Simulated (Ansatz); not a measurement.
## Mg2C3: optical spectrum from first principles: ground state and bands

Ansatz 0.2.0; DFT, PBE, plane-wave PAW, default files, scalar-relativistic, ground state.

The self-consistent density comes first; it also tells whether there is a gap, which decides the occupations and the need for a Drude term.

The input, input.yaml:

```yaml
crystal:
  lattice:
    - [2.4155, -2.35, 0.0]
    - [2.4155, 2.35, 0.0]
    - [-1.22707, 0.0, 4.83328]
  atoms:
    - { symbol: Mg, position: [0.1913, 0.1913, 0.7989] }
    - { symbol: Mg, position: [0.8087, 0.8087, 0.2011] }
    - { symbol: C, position: [0.5, 0.5, 0.5] }
    - { symbol: C, position: [0.7011, 0.7011, 0.7385] }
    - { symbol: C, position: [0.2989, 0.2989, 0.2615] }
kpoints:
  mp_grid: { grid: [7, 7, 5] }
  band_path:
    path:
      - [[0.0, 0.0, 0.0], [-0.49852046, -0.49852046, 0.00321873], [-0.53023675, -0.53023675, 0.26930171], [-0.5, -0.5, 0.5], [-0.55816881, -0.44183119, 0.5]]
      - [[-0.44183119, 0.44183119, 0.5], [0.0, 0.0, 0.5], [-0.46680417, -0.46680417, 0.73713575], [-0.46976325, -0.46976325, 0.73069829]]
      - [[-0.53319583, 0.46680417, 0.26286425], [-0.50147954, 0.49852046, -0.00321873], [-0.5, 0.5, 0.0], [0.0, 0.0, 0.0], [-0.5, 0.0, 0.0]]
      - [[-0.5, 0.0, 0.5], [0.0, 0.0, 0.0]]
    npoints: 5
scf:
  occupations: { method: fermi_dirac, width: 0.05 }
  n_extra_bands: 9
hamiltonian:
  xc: pbe
  pseudopotentials: { kind: paw }
output:
  forces: true
  stress: true
  populations: true
  write_bands: true
  write_density: true
  write_potential: true
  elf: true
  volumetric_format: npy
```

Run with:

```sh
$ ansatz run input.yaml --threads 2 --pin off --max-ram 5120MiB --backend cpu --events-out ev --progress --plain --runs-dir out
```

Q: Predict the electronic bands.

The 32 valence electrons fill 16 bands exactly, which allows a gap.

ELF in the ac plane of the conventional cell at fractional y = 0.000, with atoms of Mg and C within 0.2 Å of it. It is the smooth field of the valence electrons, not physical close to the nuclei.

Valence density in the ac plane of the conventional cell at fractional y = 0.000, with atoms of Mg and C within 0.2 Å of it.

Numbers from this step:

```
gap on the k-mesh            : 1.872 eV
volume                       : 54.87 Å³
gap on the path              : 1.714 eV
least direct gap on the path : 2.421 eV
```

The electronic bands at the labelled points (eV, zero at the Fermi level; v1 is the highest filled band, c1 the lowest empty one):

```
          point     v4     v3     v2     v1    c1    c2    c3    c4
              Γ  -4.22  -3.84  -2.39  -1.61  2.44  2.52  3.15  6.64
0.40 of the way  -5.55  -4.76  -2.12  -1.79  2.67  3.30  4.43  5.33
              Y  -6.34  -4.62  -3.25  -2.02  0.85  1.13  2.13  4.66
0.40 of the way  -6.32  -4.63  -3.17  -2.28  1.00  1.21  2.30  4.89
              F  -6.28  -4.65  -3.04  -2.92  0.83  2.48  2.79  5.75
0.40 of the way  -6.16  -4.76  -3.50  -2.91  0.97  2.80  3.52  5.75
              L  -6.07  -4.86  -3.80  -2.96  1.25  2.63  4.57  5.59
0.40 of the way  -6.06  -4.92  -3.73  -2.94  1.25  2.65  4.55  5.62
              I  -6.03  -5.18  -3.43  -2.82  1.26  2.75  4.43  5.74
     jump to I1  -6.03  -5.18  -3.43  -2.82  1.26  2.75  4.43  5.74
0.60 of the way  -5.49  -5.16  -1.33  -1.17  1.79  2.50  4.28  6.20
              Z  -4.68  -4.40  -1.89  -0.89  2.22  2.50  3.19  4.96
0.40 of the way  -5.47  -4.92  -1.42  -1.06  1.68  2.12  3.83  6.38
              H  -6.29  -4.63  -2.99  -2.92  0.82  2.40  2.80  5.71
0.60 of the way  -6.28  -4.64  -3.02  -2.92  0.82  2.45  2.79  5.74
             F1  -6.28  -4.65  -3.04  -2.92  0.83  2.48  2.79  5.75
     jump to H1  -6.29  -4.63  -2.99  -2.92  0.82  2.40  2.80  5.71
0.40 of the way  -6.32  -4.63  -3.09  -2.47  0.91  1.51  2.47  5.08
             Y1  -6.34  -4.62  -3.25  -2.02  0.85  1.13  2.13  4.66
0.60 of the way  -6.34  -4.62  -3.25  -2.02  0.85  1.13  2.13  4.66
              X  -6.34  -4.62  -3.25  -2.02  0.85  1.13  2.13  4.66
0.40 of the way  -5.60  -4.37  -3.36  -2.40  2.17  2.85  3.22  5.58
              Γ  -4.22  -3.84  -2.39  -1.61  2.44  2.52  3.15  6.64
0.40 of the way  -4.62  -4.04  -2.51  -1.71  2.61  2.82  4.16  6.00
              N  -5.63  -4.07  -4.02  -1.05  2.05  3.71  5.32  5.67
      jump to M  -4.92  -4.02  -2.15  -1.15  1.27  2.87  4.86  5.66
```

Values, 14 rows by 14 columns, each cell a mean:
```
0.11 0.07 0.14 0.18 0.12 0.07 0.14 0.33 0.57 0.69 0.71 0.70 0.62 0.35
0.10 0.21 0.35 0.37 0.30 0.07 0.20 0.55 0.76 0.82 0.84 0.86 0.82 0.56
0.11 0.34 0.29 0.30 0.33 0.09 0.32 0.64 0.70 0.54 0.52 0.77 0.86 0.58
0.11 0.35 0.36 0.35 0.20 0.15 0.49 0.69 0.60 0.22 0.24 0.69 0.84 0.52
0.07 0.18 0.25 0.17 0.12 0.40 0.68 0.80 0.76 0.52 0.50 0.73 0.77 0.46
0.07 0.04 0.05 0.12 0.38 0.63 0.64 0.68 0.83 0.81 0.71 0.67 0.60 0.35
0.11 0.14 0.24 0.41 0.62 0.68 0.33 0.20 0.62 0.75 0.62 0.47 0.33 0.18
0.16 0.37 0.53 0.62 0.75 0.80 0.55 0.37 0.60 0.62 0.38 0.17 0.08 0.07
0.20 0.61 0.73 0.68 0.67 0.81 0.84 0.75 0.65 0.38 0.11 0.08 0.09 0.05
0.21 0.73 0.80 0.52 0.24 0.51 0.75 0.69 0.43 0.13 0.20 0.34 0.35 0.16
0.24 0.79 0.82 0.49 0.22 0.49 0.68 0.56 0.20 0.16 0.35 0.29 0.36 0.24
0.29 0.79 0.86 0.77 0.70 0.76 0.71 0.44 0.10 0.22 0.37 0.30 0.36 0.17
0.27 0.67 0.81 0.84 0.83 0.78 0.59 0.28 0.07 0.13 0.29 0.31 0.20 0.07
0.16 0.32 0.41 0.41 0.42 0.42 0.30 0.19 0.17 0.14 0.14 0.14 0.13 0.11
```

Ten steps, logarithmic in the rise over the least value, from '0' (0 e/Å³) to '9' (23 e/Å³), each cell a mean:
```
00231000112110
04785101233321
16996101344421
16873012444421
02421123444310
00001234543110
00002344431000
00013454321000
01234443210110
01344432114662
12344431027984
11344320038983
01222110025630
00111000001100
```

[Logs are printed without paths, hosts, clocks, repeated set-up lines and the standing remarks that a program may print on its own settings, such as how far it seeks lower states.]

[Hosts, paths, dates, database ids (printed as entryN), source tags and the programs' standing remarks are cut or masked in the printed files.]
